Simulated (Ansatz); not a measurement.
**Ta3PtC, from a guessed structure to a relaxed one**

Starting from a made-up structure for Ta3PtC, the aim is the relaxed cell, its shortest contacts and, where a second run follows, its electronic structure.

Main program and level: Ansatz 0.2.0; DFT, r2SCAN, plane-wave PAW, files of the set soft_1, scalar-relativistic, no spin, cell and ions relaxed at zero pressure; PAW set soft_1.

## 1. Set-up

Symmetry: Pm-3m, No. 221, cubic system. Conventional cell: a = 4.326 Å, b = 4.326 Å, c = 4.326 Å, α = 90.00°, β = 90.00°, γ = 90.00°. Nearest to Pt lie 12 Ta at 3.06 Å. Nearest to Ta lie 2 C at 2.16 Å and 8 Ta at 3.06 Å and 4 Pt at 3.06 Å. Nearest to C lie 6 Ta at 2.16 Å. Farther neighbours are not listed.

## 2. Relaxation of the guess

The guess takes its coordinates from another compound and its volume from a rule, so the cell and any free coordinates are relaxed together.

Contents of input.yaml:

```yaml
crystal:
  lattice:
    - [4.326, 0.0, 0.0]
    - [0.0, 4.326, 0.0]
    - [0.0, 0.0, 4.326]
  atoms:
    - { symbol: Pt, position: [0.0, 0.0, 0.0] }
    - { symbol: Ta, position: [0.5, 0.5, 0.0] }
    - { symbol: Ta, position: [0.0, 0.5, 0.5] }
    - { symbol: Ta, position: [0.5, 0.0, 0.5] }
    - { symbol: C, position: [0.5, 0.5, 0.5] }
kpoints:
  mp_grid: { grid: [6, 6, 6] }
scf:
  occupations: { method: fermi_dirac, width: 0.05 }
hamiltonian:
  xc: r2scan
  pseudopotentials: { kind: paw, azcp: { folder: soft_1 } }
relax:
  f_tol: 0.015
  max_steps: 70
  cell: {}
output:
  forces: true
  stress: true
```

Launch:

```
> ansatz run input.yaml --threads 4 --pin off --max-ram 8192MiB --backend cpu --events-out ev --progress --plain --runs-dir out
```

Numbers of over 12 decimals in the logs are rounded to 6 here.

Output:

```text
Engine: ansatz 0.2.0, aarch64-unknown-linux-gnu
Pseudopotentials: kind: paw
Pseudopotential: Pt, paw, valence charge 18, recommended cutoff 500 eV (meta_gga), soft_1/Pt.paw.azcp
Pseudopotential: Ta, paw, valence charge 13, recommended cutoff 500 eV (meta_gga), soft_1/Ta.paw.azcp
Pseudopotential: C, paw, valence charge 4, recommended cutoff 500 eV (meta_gga), soft_1/C.paw.azcp
Functional definition: r2SCAN
  parameter k0 = 0.174
  parameter k1 = 0.065
  parameter a1 = 4.9479
  exchange = r2scan_x(k0 = k0, k1 = k1, a1 = a1)
  correlation = r2scan_c
Crystal: 5 atoms, lattice volume = 80.958 Å³
Basis set: ecut = 500 eV, 2103 PW (Γ), exchange–correlation on 128×128×128 points (64 copies of the dense FFT grid, shifted against one another)
Bands: 37, of which v1, the nominal top of the filled ones, is band 31 counted from 1 (30 counted from 0)
Symmetry: 48 space group operations
Space group: Pm-3m (ITA 221), of the structure as read, at distance tolerance 4.3e-5 Å
k-points: 20 of 216
Non-local potential: Pt, projectors of the file, l = 0: 3, l = 1: 2, l = 2: 2, l = 3: 1
Non-local potential: Ta, projectors of the file, l = 0: 3, l = 1: 2, l = 2: 2, l = 3: 1
Non-local potential: C, projectors of the file, l = 0: 2, l = 1: 2, l = 2: 1
PAW form: soft (Blöchl's): semilocal exchange-correlation on the pseudo side does not see the compensation charge
PAW frozen core: Pt, regenerated for the run's functional (the file was generated under x = pbe(κ = 0.804, μ = 0.219515), c = pbe(β = 0.066725))
PAW frozen core: Ta, regenerated for the run's functional (the file was generated under x = pbe(κ = 0.804, μ = 0.219515), c = pbe(β = 0.066725))
PAW frozen core: C, regenerated for the run's functional (the file was generated under x = pbe(κ = 0.804, μ = 0.219515), c = pbe(β = 0.066725))
PAW one-centre angular grid: Pt, 590 points (default); XC on 160 Gauss nodes
PAW one-centre angular grid: Ta, 590 points (default); XC on 160 Gauss nodes
PAW one-centre angular grid: C, 302 points (default); XC on 219 of its mesh's 2255 points in the sphere
Initial density: superposition of atomic densities (chi_scale 0.1, normalization cell, long waves kept (reshape's long-wave potential 0.00 eV rms))
Initial wavefunctions: pseudopotential atomic-orbital guess
Functional: x = r2scan, c = r2scan; τ floored in thin density (d = 2e-4 eV/Å³)
SCF iter   1: F=—  HF=-42639.285920 eV  |F-HF|=—  |Δ(HF+E_count)|=         —  Δρ=2.56e-1  dr2=1.29e2  dr2_τ=6.94e0  ethr=3.10e-3  ⟨swp⟩=4.8  Hψ=2418  notcnv=0
preconditioner: auto → Kerker (q_TF=auto, 2.603 Å⁻¹)  [metal: Δε(μ)=0.039 eV  Ē_g=6.285 eV  σ=0.050 eV  W_gap=0.19  n_scr=26 (ndim 8)  ℏωp=22.2 eV  f_vac=0.000  D(μ)=6.08/eV (n_scr^D=80)]
SCF iter   2: F=—  HF=-42629.084493 eV  |F-HF|=—  |Δ(HF+E_count)|=    1.02e1  Δρ=1.02e-1  dr2=1.38e1  dr2_τ=9.97e0  ethr=3.10e-3  ⟨swp⟩=4.0  Hψ=2097  notcnv=0  defer=4
SCF iter   3: F=—  HF=-42627.749866 eV  |F-HF|=—  |Δ(HF+E_count)|=    1.33e0  Δρ=4.13e-2  dr2=2.18e0  dr2_τ=1.14e-1  ethr=3.10e-3  ⟨swp⟩=2.2  Hψ=1558  notcnv=0  defer=6
SCF iter   4: F=—  HF=-42627.543579 eV  |F-HF|=—  |Δ(HF+E_count)|=   2.06e-1  Δρ=1.89e-2  dr2=5.81e-1  dr2_τ=4.63e-2  ethr=3.10e-3  ⟨swp⟩=2.0  Hψ=1254  notcnv=0  defer=9
SCF iter   5: F=—  HF=-42627.487698 eV  |F-HF|=—  |Δ(HF+E_count)|=   5.59e-2  Δρ=2.43e-3  dr2=7.85e-3  dr2_τ=1.68e-3  ethr=9.52e-4  ⟨swp⟩=2.0  Hψ=1060  notcnv=0  defer=10
SCF iter   6: F=—  HF=-42627.487684 eV  |F-HF|=—  |Δ(HF+E_count)|=   1.36e-5  Δρ=7.75e-4  dr2=1.11e-3  dr2_τ=5.01e-5  ethr=1.29e-5  ⟨swp⟩=2.5  Hψ=1203  notcnv=0  defer=9
SCF iter   7: F=—  HF=-42627.487662 eV  |F-HF|=—  |Δ(HF+E_count)|=   2.26e-5  Δρ=2.17e-4  dr2=1.03e-4  dr2_τ=3.34e-6  ethr=1.83e-6  ⟨swp⟩=2.1  Hψ=923  notcnv=0  defer=9
SCF iter   8: F=—  HF=-42627.487654 eV  |F-HF|=—  |Δ(HF+E_count)|=   7.35e-6  Δρ=6.39e-5  dr2=9.17e-6  dr2_τ=3.01e-7  ethr=1.69e-7  ⟨swp⟩=2.0  Hψ=832  notcnv=0  defer=9
SCF iter   9: F=—  HF=-42627.487652 eV  |F-HF|=—  |Δ(HF+E_count)|=   2.67e-6  Δρ=3.25e-5  dr2=1.99e-6  dr2_τ=1.08e-7  ethr=1.50e-8  ⟨swp⟩=1.8  Hψ=843  notcnv=0  defer=9
SCF iter  10: F=-42627.487651 eV  HF=-42627.487651 eV  |F-HF|=3.15e-8  |Δ(HF+E_count)|=   2.24e-7  Δρ=5.09e-6  dr2=3.92e-8  dr2_τ=2.33e-9  ethr=1.64e-10  ⟨swp⟩=3.9  Hψ=2731  notcnv=0
SCF 1 converged in 10 iterations: F = -42627.487651 eV  dr2 = 3.92e-8
  greatest PAW one-centre occupation: 1.000 electrons in one spin orbital (limit 2), on the Pt atom at site 0 (counted from 0), in its partial waves of l = 0
relax step   1: F+E_penalty+E_count = -42627.48765140 eV  Δ(F+E_penalty+E_count) = +0.000e0 eV  max|allowed force component| = 2.961e-29 eV/Å  Δτ_max = 0.0000 Å  P = -14.652 GPa  Ω = 80.958 Å³  (10 SCF iters, dr2 threshold 1.00e-7 eV, accepted)
Crystal: 5 atoms, lattice volume = 69.686 Å³
Basis set: ecut = 500 eV, 1791 PW (Γ), exchange–correlation on 128×128×128 points (64 copies of the dense FFT grid, shifted against one another)
Initial density: handed on by an earlier stage of this run
Initial wavefunctions: those handed on with the density
SCF iter   1: F=—  HF=-42626.568625 eV  |F-HF|=—  |Δ(HF+E_count)|=         —  Δρ=4.83e-2  dr2=4.15e0  dr2_τ=1.56e0  ethr=3.10e-3  ⟨swp⟩=9.9  Hψ=3178  notcnv=0
preconditioner: auto → Resta (q_TF=auto, 2.668 Å⁻¹)  ε∞=13.4  [insulator: Δε(μ)=0.159 eV  Ē_g=6.816 eV  σ=0.050 eV  W_gap=0.60  n_scr=26 (ndim 8)  ℏωp=24.0 eV  f_vac=0.000  D(μ)=2.01/eV (n_scr^D=18)  ε∞_Penn≈13.4]
SCF iter   2: F=—  HF=-42627.286629 eV  |F-HF|=—  |Δ(HF+E_count)|=   7.18e-1  Δρ=1.96e-2  dr2=3.31e-1  dr2_τ=2.74e-1  ethr=3.10e-3  ⟨swp⟩=2.1  Hψ=1252  notcnv=0  defer=12
preconditioner: auto → Kerker (q_TF=auto, 2.668 Å⁻¹)  [metal: Δε(μ)=0.021 eV  Ē_g=7.018 eV  σ=0.050 eV  W_gap=0.11  n_scr=26 (ndim 8)  ℏωp=24.0 eV  f_vac=0.000  D(μ)=3.69/eV (n_scr^D=32)]
SCF iter   3: F=—  HF=-42627.259874 eV  |F-HF|=—  |Δ(HF+E_count)|=   2.68e-2  Δρ=6.74e-3  dr2=5.69e-2  dr2_τ=2.54e-3  ethr=5.43e-4  ⟨swp⟩=2.0  Hψ=1116  notcnv=0  defer=14
SCF iter   4: F=—  HF=-42627.249787 eV  |F-HF|=—  |Δ(HF+E_count)|=   1.01e-2  Δρ=1.82e-3  dr2=5.24e-3  dr2_τ=1.04e-4  ethr=9.33e-5  ⟨swp⟩=2.0  Hψ=1112  notcnv=0  defer=14
SCF iter   5: F=—  HF=-42627.248758 eV  |F-HF|=—  |Δ(HF+E_count)|=   1.03e-3  Δρ=3.85e-4  dr2=9.89e-5  dr2_τ=6.80e-6  ethr=8.59e-6  ⟨swp⟩=2.0  Hψ=1012  notcnv=0  defer=14
SCF iter   6: F=—  HF=-42627.248768 eV  |F-HF|=—  |Δ(HF+E_count)|=   9.59e-6  Δρ=7.83e-5  dr2=6.07e-6  dr2_τ=3.91e-7  ethr=1.62e-7  ⟨swp⟩=2.1  Hψ=1124  notcnv=0  defer=14
SCF iter   7: F=-42627.248767 eV  HF=-42627.248767 eV  |F-HF|=6.61e-8  |Δ(HF+E_count)|=   8.33e-8  Δρ=2.07e-5  dr2=3.36e-7  dr2_τ=6.20e-8  ethr=8.20e-10  ⟨swp⟩=5.1  Hψ=2796  notcnv=0
SCF 2 converged in 7 iterations: F = -42627.248767 eV  dr2 = 3.36e-7
relax step   2: F+E_penalty+E_count = -42627.24876737 eV  Δ(F+E_penalty+E_count) = +2.389e-1 eV  max|allowed force component| = 1.402e-29 eV/Å  Δτ_max = 0.0000 Å  P = +26.926 GPa  Ω = 69.686 Å³  energy of the carried Pulay correction = +3.856e-3 eV  (7 SCF iters, dr2 threshold 5.00e-7 eV, rejected (line search))
Crystal: 5 atoms, lattice volume = 76.592 Å³
Basis set: ecut = 500 eV, 1935 PW (Γ), exchange–correlation on 128×128×128 points (64 copies of the dense FFT grid, shifted against one another)
iter 1 solved again at ethr=2.83e-3 eV; its pass at ethr=3.10e-3 eV (dr2=1.73e0 eV) is discarded
SCF iter   1: F=—  HF=-42627.152063 eV  |F-HF|=—  |Δ(HF+E_count)|=         —  Δρ=3.00e-2  dr2=1.75e0  dr2_τ=6.92e-1  ethr=2.83e-3  ⟨swp⟩=1.0  Hψ=3618  notcnv=0
preconditioner: auto → Kerker (q_TF=auto, 2.627 Å⁻¹)  [metal: Δε(μ)=0.072 eV  Ē_g=6.442 eV  σ=0.050 eV  W_gap=0.34  n_scr=26 (ndim 8)  ℏωp=22.8 eV  f_vac=0.000  D(μ)=4.49/eV (n_scr^D=32)]
SCF iter   2: F=—  HF=-42627.756774 eV  |F-HF|=—  |Δ(HF+E_count)|=   6.05e-1  Δρ=1.14e-2  dr2=1.52e-1  dr2_τ=8.47e-2  ethr=2.83e-3  ⟨swp⟩=2.0  Hψ=1087  notcnv=0
SCF iter   3: F=—  HF=-42627.738922 eV  |F-HF|=—  |Δ(HF+E_count)|=   1.79e-2  Δρ=4.92e-3  dr2=4.88e-2  dr2_τ=2.10e-3  ethr=2.50e-4  ⟨swp⟩=2.0  Hψ=1147  notcnv=0  defer=9
SCF iter   4: F=—  HF=-42627.728549 eV  |F-HF|=—  |Δ(HF+E_count)|=   1.04e-2  Δρ=1.53e-3  dr2=2.33e-3  dr2_τ=2.52e-4  ethr=8.01e-5  ⟨swp⟩=2.0  Hψ=1050  notcnv=0  defer=9
SCF iter   5: F=—  HF=-42627.728032 eV  |F-HF|=—  |Δ(HF+E_count)|=   5.17e-4  Δρ=3.82e-4  dr2=2.69e-4  dr2_τ=2.16e-5  ethr=3.82e-6  ⟨swp⟩=2.0  Hψ=989  notcnv=0  defer=9
SCF iter   6: F=—  HF=-42627.727993 eV  |F-HF|=—  |Δ(HF+E_count)|=   3.83e-5  Δρ=1.13e-4  dr2=8.07e-6  dr2_τ=4.96e-7  ethr=4.42e-7  ⟨swp⟩=2.0  Hψ=1018  notcnv=0  defer=9
SCF iter   7: F=—  HF=-42627.727998 eV  |F-HF|=—  |Δ(HF+E_count)|=   4.69e-6  Δρ=2.92e-5  dr2=9.11e-7  dr2_τ=8.46e-8  ethr=1.32e-8  ⟨swp⟩=2.0  Hψ=1034  notcnv=0  defer=9
SCF iter   8: F=—  HF=-42627.728000 eV  |F-HF|=—  |Δ(HF+E_count)|=   1.70e-6  Δρ=7.00e-6  dr2=4.67e-8  dr2_τ=4.42e-9  ethr=1.49e-9  ⟨swp⟩=2.0  Hψ=943  notcnv=0  defer=10
SCF iter   9: F=—  HF=-42627.728000 eV  |F-HF|=—  |Δ(HF+E_count)|=   3.99e-9  Δρ=1.52e-6  dr2=2.43e-9  dr2_τ=1.82e-10  ethr=7.65e-11  ⟨swp⟩=2.0  Hψ=1009  notcnv=0  defer=10
SCF iter  10: F=-42627.728000 eV  HF=-42627.728000 eV  |F-HF|=7.28e-12  |Δ(HF+E_count)|=  5.09e-11  Δρ=2.82e-7  dr2=4.54e-11  dr2_τ=5.12e-12  ethr=1.00e-12  ⟨swp⟩=3.9  Hψ=3097  notcnv=0
SCF 3 converged in 10 iterations: F = -42627.728000 eV  dr2 = 4.54e-11
relax step   3: F+E_penalty+E_count = -42627.72799980 eV  Δ(F+E_penalty+E_count) = -2.403e-1 eV  max|allowed force component| = 8.257e-30 eV/Å  Δτ_max = 0.0000 Å  P = -2.257 GPa  Ω = 76.592 Å³  energy of the carried Pulay correction = +1.428e-3 eV  (10 SCF iters, accepted)
[...]
relax step   4: F+E_penalty+E_count = -42627.73294156 eV  Δ(F+E_penalty+E_count) = -4.942e-3 eV  max|allowed force component| = 8.257e-30 eV/Å  Δτ_max = 0.0000 Å  P = +0.259 GPa  Ω = 75.848 Å³  energy of the carried Pulay correction = +1.679e-3 eV  (6 SCF iters, dr2 threshold 5.00e-7 eV, accepted)
[...]
relax step   5: F+E_penalty+E_count = -42627.73297730 eV  Δ(F+E_penalty+E_count) = -3.574e-5 eV  max|allowed force component| = 1.002e-29 eV/Å  Δτ_max = 0.0000 Å  P = +0.007 GPa  Ω = 75.921 Å³  energy of the carried Pulay correction = +1.654e-3 eV  (5 SCF iters, dr2 threshold 1.67e-7 eV, accepted)
Initial wavefunctions: pseudopotential atomic-orbital guess (no wavefunctions were taken with the density)
iter 1 solved again at ethr=5.42e-8 eV; its pass at ethr=3.10e-3 eV (dr2=3.31e-5 eV) is discarded
SCF iter   1: F=—  HF=-42627.731376 eV  |F-HF|=—  |Δ(HF+E_count)|=         —  Δρ=1.33e-4  dr2=1.59e-6  dr2_τ=1.82e-5  ethr=5.42e-8  ⟨swp⟩=4.0  Hψ=4617  notcnv=0
preconditioner: auto → Kerker (q_TF=auto, 2.631 Å⁻¹)  [metal: Δε(μ)=0.039 eV  Ē_g=6.418 eV  σ=0.050 eV  W_gap=0.19  n_scr=26 (ndim 8)  ℏωp=22.9 eV  f_vac=0.000  D(μ)=3.91/eV (n_scr^D=32)]
SCF iter   2: F=—  HF=-42627.731388 eV  |F-HF|=—  |Δ(HF+E_count)|=   1.12e-5  Δρ=7.11e-5  dr2=4.95e-7  dr2_τ=5.21e-7  ethr=2.60e-9  ⟨swp⟩=2.2  Hψ=1285  notcnv=0
SCF iter   3: F=—  HF=-42627.731389 eV  |F-HF|=—  |Δ(HF+E_count)|=   9.38e-7  Δρ=1.31e-5  dr2=1.92e-7  dr2_τ=6.40e-8  ethr=8.12e-10  ⟨swp⟩=2.1  Hψ=1092  notcnv=0
SCF iter   4: F=—  HF=-42627.731389 eV  |F-HF|=—  |Δ(HF+E_count)|=   9.20e-9  Δρ=2.27e-6  dr2=4.84e-9  dr2_τ=1.07e-9  ethr=3.14e-10  ⟨swp⟩=2.0  Hψ=887  notcnv=0
SCF iter   5: F=—  HF=-42627.731389 eV  |F-HF|=—  |Δ(HF+E_count)|=   1.31e-9  Δρ=6.37e-7  dr2=2.61e-10  dr2_τ=2.96e-11  ethr=7.94e-12  ⟨swp⟩=2.0  Hψ=973  notcnv=0
SCF iter   6: F=—  HF=-42627.731389 eV  |F-HF|=—  |Δ(HF+E_count)|=  1.67e-10  Δρ=2.32e-7  dr2=6.16e-11  dr2_τ=9.33e-12  ethr=1.00e-12  ⟨swp⟩=5.0  Hψ=2612  notcnv=0
SCF iter   7: F=-42627.731389 eV  HF=-42627.731389 eV  |F-HF|=5.82e-11  |Δ(HF+E_count)|=    0.00e0  Δρ=6.15e-8  dr2=3.51e-12  dr2_τ=3.25e-13  ethr=1.00e-12  ⟨swp⟩=4.0  Hψ=2239  notcnv=0
SCF 6 converged in 7 iterations: F = -42627.731389 eV  dr2 = 3.51e-12
relax step   6: F+E_penalty+E_count = -42627.73138861 eV  Δ(F+E_penalty+E_count) = +1.589e-3 eV  max|allowed force component| = 2.430e-29 eV/Å  Δτ_max = 0.0000 Å  P = +0.004 GPa  Ω = 75.921 Å³  stress off target by 3.74e-3 GPa  SCF on the basis re-selected at this cell (its energy is not comparable with the rows above)  (7 SCF iters)
basis re-selected at this cell: Δ(F+E_penalty+E_count) = +1.589e-3 eV, ΔP = -0.003 GPa vs the last step (what re-selecting the basis moved, of the pressure what is left beyond the Pulay correction that the steps carried, after the strain that the cell walked since its last selection, with what the two solves' SCF thresholds leave and, on support functions, any second-order correction that the steps lacked; it is no m [...]
SCF converged after 7 iterations
Free energy (F): -42627.731389 eV
Harris-Foulkes:  -42627.731389 eV  (|F-HF|=5.82e-11)
Internal energy: -42627.699397 eV  (E = F + TS)
E sigma→0 (E₀):  -42627.715393 eV
Entropy (-TS):   -0.031992 eV (-6.398 meV/atom)
Fermi energy:    19.070396 eV
--- Per-component energies (eV) ---
  E_band       = -548.381017
  E_kinetic    = 1864.408809
  E_local      = -3452.385438  (includes V_loc(G=0)·N_el)
  E_nonlocal   = 195.782082
  E_hartree    = 1288.968810
  E_xc         = -1184.044968
  E_vxc        = -1144.960725  (∫ρ·V_xc dr)
  E_paw        = -34609.455367  (= ΣΔE_a)
  E_vpaw       = -651.623731  (= ΣTr[D̂ρ^β])
  E_aug_tail   = 0.000868  (compensation charges beyond the density's cutoff)
  E_vtau       = 62.459431  (kinetic-family band-sum trace: ∫τ·v_τ [+ j·A + Jᵃ·Aᵃ] dr)
  E_ewald      = -6728.448188
  E_core_change = -2.526004  (= ΣΔE_core)
  E_smearing   = -0.031992  (= −TS)
  E_closure    = 0.000000  (closes the sum)
  Σ components = -42627.731389   (vs F -42627.731389, Δ=0.00e0)
--- Forces (eV/Å), atoms counted from 1 ---
  atom   1  Pt    -0.00000000    -0.00000000    -0.00000000
  atom   2  Ta     0.00000000     0.00000000     0.00000000
  atom   3  Ta    -0.00000000     0.00000000    -0.00000000
  atom   4  Ta    -0.00000000     0.00000000     0.00000000
  atom   5  C     -0.00000000    -0.00000000     0.00000000
  max |Σ_I F_I| component: 4.15e-29 eV/Å
--- Stress (GPa, compression-positive) ---
        0.003740       0.000000      -0.000000
        0.000000       0.003740      -0.000000
       -0.000000      -0.000000       0.003740
  P = ⅓ Tr σ = 0.0037 GPa (0.037 kbar)
--- Relaxed structure (5 steps of the walk, 4 accepted, 1 SCFs on fresh bases) ---
  F+E_penalty+E_count = -42627.73138861 eV   max|allowed force component| = 2.430e-29 eV/Å   (the final SCF, on the basis selected at the relaxed cell)
  cell:  # Å, volume = 75.9214 Å³
    - [4.234363, 0, 0]
    - [0, 4.234363, 0]
    - [0, 0, 4.234363]
  atoms:
    - { symbol: Pt, position: [0, 0, 0] }
    - { symbol: Ta, position: [0.5, 0.5, 0] }
    - { symbol: Ta, position: [0, 0.5, 0.5] }
    - { symbol: Ta, position: [0.5, 0, 0.5] }
    - { symbol: C, position: [0.5, 0.5, 0.5] }
```

Run time: 11 s. Hardware: 4 threads of Arm Neoverse V2, shared host; peak memory 0.55 GiB.

Relaxation path:

| step | energy less that of the first step (eV) | largest force component (eV/Å) | pressure (GPa) | volume (Å³) |
| --- | --- | --- | --- | --- |
| 1 | 0.0000 | 0.0000 | -14.65 | 80.96 |
| 2 | 0.2389 | 0.0000 | 26.93 | 69.69 |
| 3 | -0.2403 | 0.0000 | -2.26 | 76.59 |
| 4 | -0.2453 | 0.0000 | 0.26 | 75.85 |
| 5 | -0.2453 | 0.0000 | 0.01 | 75.92 |
| 6* | -0.2437 | 0.0000 | 0.00 | 75.92 |

Relaxation steps marked * repeat the geometry before them on a plane-wave basis chosen anew for their cell, so energy and pressure can jump there. Relaxation step 2 was tried and not accepted.

The run keeps the 48 symmetry operations that it works with, so distortions that break them were not tested.

| conventional cell, symmetrised | before | after | change |
| --- | --- | --- | --- |
| a (Å) | 4.326 | 4.234 | -2.1 % |
| b (Å) | 4.326 | 4.234 | -2.1 % |
| c (Å) | 4.326 | 4.234 | -2.1 % |
| volume (Å³/atom) | 16.19 | 15.18 | -6.2 % |

Final coordinates:

```
Pt Ta C
1.0
     4.23436    0.00000    0.00000
     0.00000    4.23436    0.00000
     0.00000    0.00000    4.23436
Pt Ta C
1 3 1
Direct
  0.00000 0.00000 0.00000
  0.50000 0.50000 0.00000
  0.00000 0.50000 0.50000
  0.50000 0.00000 0.50000
  0.50000 0.50000 0.50000
```

Numbers from this step:

```
free energy             : -42627.7314 eV
energy at zero smearing : -42627.7154 eV
smearing term TS        : 0.03199 eV
Fermi energy            : 19.07 eV
electrons               : 61
symmetry operations     : 48
pressure                : 0.003740 GPa
```

The shortest distance of each pair, which need not be the same contact before and after:

| pair | guess (Å) | relaxed (Å) |
| --- | --- | --- |
| C–Ta | 2.163 | 2.117 |
| Pt–Ta | 3.059 | 2.994 |
| Ta–Ta | 3.059 | 2.994 |
| C–Pt | 3.746 | 3.667 |
| Pt–Pt | 4.326 | 4.234 |

The relaxation ends with a pressure of 0.00 GPa.

## 3. Outcome

* space group, relaxed: Pm-3m
* conventional cell: a = 4.234, b = 4.234, c = 4.234 Å; α = 90.0°, β = 90.0°, γ = 90.0°
* volume per atom: 15.18 Å³ (guess 16.19)

Ta3PtC relaxes to Pm-3m with a = 4.234, b = 4.234 and c = 4.234 Å. The guessed volume was 7 % too large. The space group Pm-3m was held in the relaxation, so the end point is a stationary structure within it and may be a saddle against distortions or other arrangements. Mesh and cutoff weren't tested. Spin-orbit coupling is left out, which can matter for elements this heavy. No dispersion term is used, so weakly bound directions may come out too long. The runs have no spin, and magnetism wasn't tested. Nothing here tests whether the compound is stable against decomposition.

[Logs are printed without paths, hosts, clocks, repeated set-up lines and the standing remarks that a program may print on its own settings, such as how far it seeks lower states.]

[Hosts, paths, dates, database ids (printed as entryN), source tags and the programs' standing remarks are cut or masked in the printed files.]
